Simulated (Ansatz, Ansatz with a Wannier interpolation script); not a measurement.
# YVO4 (I4_1/amd): what limits a Wannier interpolation of GW

How do the Wannier model and the GW settings move the interpolated bands of YVO4 (I4_1/amd)?

Method: maximally localised Wannier functions, LDA, plane waves, PAW; PAW set soft_1, in Ansatz 0.2.0.

## 1. Starting point

The structure is tetragonal, space group I4_1/amd (No. 141). The conventional cell has a = 7.100 Å, b = 7.100 Å, c = 6.270 Å, α = 90.00°, β = 90.00°, γ = 90.00°. Nearest to Y lie 8 O at 2.29 to 2.42 Å. Nearest to V lie 4 O at 1.70 Å. Nearest to O lie 1 V at 1.70 Å and 2 Y at 2.29 to 2.42 Å. Farther neighbours and most contacts between anions are not listed.

As a file:

```
Y V O
1.0
    -3.55000    3.55000    3.13500
     3.55000   -3.55000    3.13500
     3.55000    3.55000   -3.13500
Y V O
2 2 8
Direct
  0.00000 0.00000 0.00000
  0.75000 0.25000 0.50000
  0.50000 0.50000 0.00000
  0.25000 0.75000 0.50000
  0.50944 0.32558 0.18386
  0.07558 0.39172 0.31614
  0.14172 0.32558 0.81614
  0.07558 0.75944 0.68386
  0.24056 0.92442 0.31614
  0.67442 0.49056 0.81614
  0.60828 0.92442 0.68386
  0.67442 0.85828 0.18386
```

Geometry: measured cell, ions relaxed with LDA. The runs that relaxed it are not among those shown.

## 2. Wannier model on 8×8×8

Localised functions give a small Hamiltonian that interpolates between mesh points at no cost.

File input.yaml:

```yaml
crystal:
  lattice:
    - [-3.55, 3.55, 3.135]
    - [3.55, -3.55, 3.135]
    - [3.55, 3.55, -3.135]
  atoms:
    - { symbol: "Y", position: [0.0, 0.0, 0.0] }
    - { symbol: "Y", position: [0.75, 0.25, 0.5] }
    - { symbol: V, position: [0.5, 0.5, 0.0] }
    - { symbol: V, position: [0.25, 0.75, 0.5] }
    - { symbol: O, position: [0.5094362024, 0.3255804878, 0.1838557146] }
    - { symbol: O, position: [0.0755804878, 0.3917247732, 0.3161442854] }
    - { symbol: O, position: [0.1417247732, 0.3255804878, 0.8161442854] }
    - { symbol: O, position: [0.0755804878, 0.7594362024, 0.6838557146] }
    - { symbol: O, position: [0.2405637976, 0.9244195122, 0.3161442854] }
    - { symbol: O, position: [0.6744195122, 0.4905637976, 0.8161442854] }
    - { symbol: O, position: [0.6082752268, 0.9244195122, 0.6838557146] }
    - { symbol: O, position: [0.6744195122, 0.8582752268, 0.1838557146] }
kpoints:
  mp_grid: { grid: [4, 4, 4] }
hamiltonian:
  xc: lda
  pseudopotentials: { kind: paw, azcp: { folder: soft_1 }, xc_functional: pbe }
scf:
  occupations: { method: fixed }
  n_extra_bands: 84
output:
  wannier:
    kmesh: [8, 8, 8]
    projections: [{ species: O, l: p, shell: 2 }, { species: V, l: d, shell: 3 }]
    minimise: true
    write_hr: true
    seedname: w
    conv_tol: 1.0e-06
    max_iter: 20000
    stability_check: false
    disentanglement:
      window: [1.62, 14.21]
      frozen_window: [1.62, 11.21]
      conv_tol: 1.0e-08
```

The run is started by

```console
> ansatz run input.yaml --threads 4 --pin off --max-ram 18432MiB --backend cpu --events-out ev --progress --plain --runs-dir out
```

Numbers of over 12 decimals in the logs are rounded to 6 here.

Log:

```text
scf.n_extra_bands = 84 over 48 filled bands (N_el = 96.0): the run solves 132 bands
Engine: ansatz 0.2.0, aarch64-unknown-linux-gnu
Pseudopotentials: kind: paw
Pseudopotential: Y, paw, valence charge 11, recommended cutoff 420 eV (normal), soft_1/Y.paw.azcp
Pseudopotential: V, paw, valence charge 13, recommended cutoff 420 eV (normal), soft_1/V.paw.azcp
Pseudopotential: O, paw, valence charge 6, recommended cutoff 420 eV (normal), soft_1/O.paw.azcp
Functional definition: SPW92
  exchange = slater_x
  correlation = pw_c
Crystal: 12 atoms, lattice volume = 158.035 Å³
Basis set: ecut = 420 eV, 3063 PW (Γ)
Bands: 132, of which v1, the nominal top of the filled ones, is band 48 counted from 1 (47 counted from 0)
Symmetry: 16 space group operations
Space group: I41/amd (ITA 141), of the structure as read, at distance tolerance 5.4e-5 Å
k-points: 13 of 64
Non-local potential: Y, projectors of the file, l = 0: 3, l = 1: 2, l = 2: 2, l = 3: 1
Non-local potential: V, projectors of the file, l = 0: 3, l = 1: 2, l = 2: 3, l = 3: 1
Non-local potential: O, projectors of the file, l = 0: 2, l = 1: 2, l = 2: 1
PAW form: soft (Blöchl's): semilocal exchange-correlation on the pseudo side does not see the compensation charge
PAW frozen core: Y, regenerated for the run's functional, and the local potential with it (the file was generated under x = pbe(κ = 0.804, μ = 0.219515), c = pbe(β = 0.066725))
PAW frozen core: V, regenerated for the run's functional, and the local potential with it (the file was generated under x = pbe(κ = 0.804, μ = 0.219515), c = pbe(β = 0.066725))
PAW frozen core: O, regenerated for the run's functional, and the local potential with it (the file was generated under x = pbe(κ = 0.804, μ = 0.219515), c = pbe(β = 0.066725))
PAW one-centre angular grid: Y, 590 points (default); XC on 64 Gauss nodes
PAW one-centre angular grid: V, 590 points (default); XC on 64 Gauss nodes
PAW one-centre angular grid: O, 110 points (default); XC on 64 Gauss nodes
Initial density: superposition of atomic densities (chi_scale 0.1, normalization cell, long waves kept (reshape's long-wave potential 0.00 eV rms))
Initial wavefunctions: pseudopotential atomic-orbital guess
Functional: x = slater, c = lda
SCF iter   1: F=—  HF=-17672.599969 eV  |F-HF|=—  |Δ(HF+E_count)|=         —  Δρ=5.34e-2  dr2=5.14e0  ethr=3.10e-3  ⟨swp⟩=4.0  Hψ=5414  notcnv=0  defer=1037
preconditioner: auto → Resta (q_TF=auto, 2.511 Å⁻¹)  ε∞=1.9  [insulator: Δε(μ)=2.498 eV  Ē_g=27.088 eV  n_scr=46 (ndim 8)  ℏωp=25.8 eV  f_vac=0.000  ε∞_Penn≈1.9]
SCF iter   2: F=—  HF=-17671.532870 eV  |F-HF|=—  |Δ(HF+E_count)|=    1.07e0  Δρ=3.67e-2  dr2=2.58e0  ethr=3.10e-3  ⟨swp⟩=2.0  Hψ=2035  notcnv=0  defer=1033
[...]
E_kinetic    = 2558.886804
  E_local      = -7421.004018  (includes V_loc(G=0)·N_el)
  E_nonlocal   = 659.452132
  E_hartree    = 2808.884551
  E_xc         = -1145.245211
  E_vxc        = -1424.058668  (∫ρ·V_xc dr)
  E_paw        = -8786.054612  (= ΣΔE_a)
  E_vpaw       = -856.224910  (= ΣTr[D̂ρ^β])
  E_aug_tail   = 0.009001  (compensation charges beyond the density's cutoff)
  E_ewald      = -6348.092738
  E_core_change = 2.126842  (= ΣΔE_core)
  E_smearing   = -0.000000  (= −TS)
  E_closure    = 0.000000  (closes the sum)
  Σ components = -17671.037249   (vs F -17671.037249, Δ=0.00e0)
--- Band table (eV; the first three rows and the last of 13) ---
  k-point 0: bands = [... 44 lower, 5.6118, 5.6155, 5.6155, 6.0168, 8.9123, 9.6568, 9.8822, 9.9454, ... 80 higher]
  k-point 1: bands = [... 44 lower, 5.4166, 5.4868, 5.6318, 5.8850, 9.1805, 9.6645, 9.7769, 10.0229, ... 80 higher]
  k-point 2: bands = [... 44 lower, 5.2298, 5.2298, 5.6467, 5.6467, 9.6386, 9.6386, 9.8147, 9.8147, ... 80 higher]
  k-point 12: bands = [... 44 lower, 5.1966, 5.1966, 5.4503, 5.4503, 9.6981, 9.6981, 10.0022, 10.0022, ... 80 higher]
Wannier search: line search 1 of at most 20000: gauge-dependent spread (as the search counts it) 1.2208825 Å², largest recent change 4.7e-2 Å² against conv_tol 1.0e-6 Å², 0 stops escaped
Wannier search: line search 100 of at most 20000: gauge-dependent spread (as the search counts it) 1.0475838 Å², largest recent change 6.9e-5 Å² against conv_tol 1.0e-6 Å², 0 stops escaped
Wannier search: line search 200 of at most 20000: gauge-dependent spread (as the search counts it) 1.0426468 Å², largest recent change 4.2e-5 Å² against conv_tol 1.0e-6 Å², 0 stops escaped
Wannier search: line search 300 of at most 20000: gauge-dependent spread (as the search counts it) 1.0382423 Å², largest recent change 5.3e-5 Å² against conv_tol 1.0e-6 Å², 0 stops escaped
Wannier search: line search 400 of at most 20000: gauge-dependent spread (as the search counts it) 1.0344261 Å², largest recent change 4.6e-5 Å² against conv_tol 1.0e-6 Å², 0 stops escaped
Wannier search: line search 500 of at most 20000: gauge-dependent spread (as the search counts it) 1.0312095 Å², largest recent change 2.7e-5 Å² against conv_tol 1.0e-6 Å², 0 stops escaped
Wannier search: line search 600 of at most 20000: gauge-dependent spread (as the search counts it) 1.0284512 Å², largest recent change 3.3e-5 Å² against conv_tol 1.0e-6 Å², 0 stops escaped
Wannier search: line search 700 of at most 20000: gauge-dependent spread (as the search counts it) 1.0261478 Å², largest recent change 2.7e-5 Å² against conv_tol 1.0e-6 Å², 0 stops escaped
[...]
Wannier search: line search 1700 of at most 20000: gauge-dependent spread (as the search counts it) 1.0172256 Å², largest recent change 2.3e-6 Å² against conv_tol 1.0e-6 Å², 0 stops escaped
Wannier search: line search 1800 of at most 20000: gauge-dependent spread (as the search counts it) 1.0169978 Å², largest recent change 2.6e-6 Å² against conv_tol 1.0e-6 Å², 0 stops escaped
Wannier search: line search 1900 of at most 20000: gauge-dependent spread (as the search counts it) 1.0168158 Å², largest recent change 2.1e-6 Å² against conv_tol 1.0e-6 Å², 0 stops escaped
Wannier search: line search 2000 of at most 20000: gauge-dependent spread (as the search counts it) 1.0166721 Å², largest recent change 1.2e-6 Å² against conv_tol 1.0e-6 Å², 0 stops escaped
[key lines of the parts left out:]
SCF converged after 9 iterations
Free energy (F): -17671.037249 eV
Fermi energy:    6.016796 eV
```

Wall time 3.4 min (4 threads of Arm Neoverse V2, shared host); peak memory 4.9 GiB.

Reading the cycles: dr2 is the Hartree energy of the density residual (eV), the measure of convergence; HF is the Harris–Foulkes estimate of the energy, which meets the free energy F at convergence.

This step gave:

```yaml
gauge_invariant_spread: 34.00 Å²
diagonal_spread: 0.006281 Å²
off_diagonal_spread: 1.010 Å²
total_spread: 35.01 Å²
least_projectability: 0.6232
localisation_steps: 2072
disentanglement_steps: 106
r_m_s_interpolation_error: 2.01e-4 eV
r_m_s_error_near_the_gap: 2.58e-4 eV
```

Near the gap the model misses directly solved bands by 0.3 meV r.m.s. and by 5 meV at most in the window tested. This tests the starting bands, not the corrections carried with them.

## 3. G0W0: 4×4×4 mesh, 659 empty bands, screening to 150 eV, PAW set soft_1 files

G0W0 replaces the xc potential by the self-energy, built once from these orbitals. Only a window of levels is corrected, while the sums run over the empty bands that the input names.

This step: G0W0 on LDA, plane waves, PAW; PAW set soft_1.

Changes to input.yaml since step 2:

```diff
@@ -25,16 +25,6 @@
   occupations: { method: fixed }
-  n_extra_bands: 84
-output:
-  wannier:
-    kmesh: [8, 8, 8]
-    projections: [{ species: O, l: p, shell: 2 }, { species: V, l: d, shell: 3 }]
-    minimise: true
-    write_hr: true
-    seedname: w
-    conv_tol: 1.0e-06
-    max_iter: 20000
-    stability_check: false
-    disentanglement:
-      window: [1.62, 14.21]
-      frozen_window: [1.62, 11.21]
-      conv_tol: 1.0e-08
+gw:
+  n_empty_bands: 659
+  ecut_chi: 150.0
+  qp_bands: [v24, c8]
+  screening: { model: contour_deformation }
```

Log:

```text
[...]
Crystal: 12 atoms, lattice volume = 158.035 Å³
Basis set: ecut = 420 eV, 3063 PW (Γ)
Bands: 60, of which v1, the nominal top of the filled ones, is band 48 counted from 1 (47 counted from 0)
[... 1 set-up line as in the run before ...]
[...]
k-points: 13 of 64
[...]
0    32      3.1554   -24.7796     4.6382   -19.5233  0.7153     2.5269     2.5373  root
[...]
12    53     10.8164   -16.2903    -5.8324   -23.8758  0.7399    12.6256    12.5694  root
    12    54     10.8164   -16.2903    -5.8324   -23.8758  0.7399    12.6256    12.5694  root
    12    55     11.2900   -15.8869    -5.6943   -23.3173  0.7481    13.0801    13.0262  root
    12    56     11.2900   -15.8869    -5.6943   -23.3173  0.7481    13.0801    13.0262  root
[key lines of the parts left out:]
SCF converged after 9 iterations
Free energy (F): -17671.037249 eV
Fermi energy:    6.016825 eV
```

It took 54 min on 4 threads; peak memory 3.5 GiB.

The G0W0 gap on the mesh is 5.175 eV.

## 4. G0W0: 2×2×2 mesh, 659 empty bands, screening to 150 eV, PAW set soft_1 files

Changes to input.yaml since step 3:

```diff
@@ -19,3 +19,3 @@
 kpoints:
-  mp_grid: { grid: [4, 4, 4] }
+  mp_grid: { grid: [2, 2, 2] }
 hamiltonian:
```

Log:

```text
[...]
Crystal: 12 atoms, lattice volume = 158.035 Å³
Basis set: ecut = 420 eV, 3063 PW (Γ)
Bands: 60, of which v1, the nominal top of the filled ones, is band 48 counted from 1 (47 counted from 0)
[... 1 set-up line as in the run before ...]
[...]
k-points: 4 of 8
[...]
0    32      3.1562   -24.8037     4.6624   -19.5197  0.7138     2.5262     2.5346  root
[...]
3    53     10.8159   -16.2520    -5.8762   -23.8764  0.7390    12.6221    12.5641  root
     3    54     10.8159   -16.2520    -5.8762   -23.8764  0.7390    12.6221    12.5641  root
     3    55     11.2893   -15.8446    -5.7411   -23.3180  0.7472    13.0755    13.0216  root
     3    56     11.2893   -15.8446    -5.7411   -23.3180  0.7472    13.0755    13.0216  root
[key lines of the parts left out:]
SCF converged after 9 iterations
Free energy (F): -17671.027386 eV
Fermi energy:    6.018459 eV
```

Run time: 2.5 min. Hardware: 4 threads; peak memory 3.3 GiB; 9.9 min of CPU time.

The G0W0 gap on the mesh is 5.175 eV.

## 5. G0W0: 4×4×4 mesh, 306 empty bands, screening to 90 eV, PAW set soft_1 files

Changes to input.yaml since step 4:

```diff
@@ -19,3 +19,3 @@
 kpoints:
-  mp_grid: { grid: [2, 2, 2] }
+  mp_grid: { grid: [4, 4, 4] }
 hamiltonian:
@@ -26,4 +26,4 @@
 gw:
-  n_empty_bands: 659
-  ecut_chi: 150.0
+  n_empty_bands: 306
+  ecut_chi: 90
   qp_bands: [v24, c8]
```

Log:

```text
[...]
Crystal: 12 atoms, lattice volume = 158.035 Å³
Basis set: ecut = 420 eV, 3063 PW (Γ)
Bands: 60, of which v1, the nominal top of the filled ones, is band 48 counted from 1 (47 counted from 0)
[... 1 set-up line as in the run before ...]
[...]
k-points: 13 of 64
[...]
0    54     11.3993   -17.1553    -5.8439   -25.0642  0.7293    13.5672    13.4642  root ?
[...]
12    53     10.8164   -16.2903    -5.5665   -23.8758  0.7445    12.9130    12.8353  root
    12    54     10.8164   -16.2903    -5.5665   -23.8758  0.7445    12.9130    12.8353  root
    12    55     11.2900   -15.8869    -5.4334   -23.3173  0.7525    13.3611    13.2871  root
    12    56     11.2900   -15.8869    -5.4334   -23.3173  0.7525    13.3611    13.2871  root
[key lines of the parts left out:]
SCF converged after 9 iterations
Free energy (F): -17671.037249 eV
Fermi energy:    6.016825 eV
```

The job ended after 9.5 min (4 threads; peak memory 1.4 GiB; 38 min of CPU time).

The G0W0 gap on the mesh is 5.193 eV.

## 6. Interpolated results

Times are wall times on 4 threads of Arm Neoverse V2, shared host, good to a factor of about two.

```csv
GW mesh,empty bands,cutoff (eV),frequency,gap on mesh (eV),gap over zone (eV),direct gap (eV),valence width (eV),GW time
4×4×4,659,150,contour deformation,5.175,5.175,5.175,4.118,54 min
2×2×2,659,150,contour deformation,5.175,5.178,5.178,4.142,2.5 min
4×4×4,306,90,contour deformation,5.193,5.193,5.193,4.194,9.5 min
```

## 7. Results

| Item | Value |
| --- | --- |
| 4×4×4 mesh, 659 empty bands, screening to 150 eV, PAW set soft_1 files | 5.17 eV |
| 2×2×2 mesh, 659 empty bands, screening to 150 eV, PAW set soft_1 files | 5.18 eV |
| 4×4×4 mesh, 306 empty bands, screening to 90 eV, PAW set soft_1 files | 5.19 eV |

In words: The largest change, +0.02 eV in the gap over the zone, comes with 4×4×4 mesh, 306 empty bands, screening to 90 eV, PAW set soft_1 files. The first run is a reference, not a converged one, and where a row moves several settings no single cause can be named. Rows on another GW mesh add that mesh's corrections to the bands of the one model. With 2×2×2 mesh, 659 empty bands, screening to 150 eV, PAW set soft_1 files the gap over the zone moves by +0.003 eV and that on the mesh by +0.001 eV. With 4×4×4 mesh, 306 empty bands, screening to 90 eV, PAW set soft_1 files the gap over the zone moves by +0.02 eV and that on the mesh by +0.02 eV. Gaps over the zone and on the mesh differ where an edge lies off the mesh, or where a GW run starts from another density: the starting gap over the zone is 2.896 eV, on the GW meshes it is 2.896 eV and 2.893 eV. The runs have no spin polarisation. For a closed low-spin shell that is the natural state; where a d or f shell is open it is a constraint, and the gap is then not the crystal's own. The many-body steps are scalar-relativistic: spin-orbit coupling is not in them.

[Paths, hosts, dates, memory and timing lines, banners, echoed tables and standing remarks are left out of the program output.]

[Logs are printed without paths, hosts, clocks, repeated set-up lines and the standing remarks that a program may print on its own settings, such as how far it seeks lower states.]

[Runs of the session that timed out or met a known fault of the program may be left out.]

[Hosts, paths, dates, database ids (printed as entryN), source tags and the programs' standing remarks are cut or masked in the printed files.]
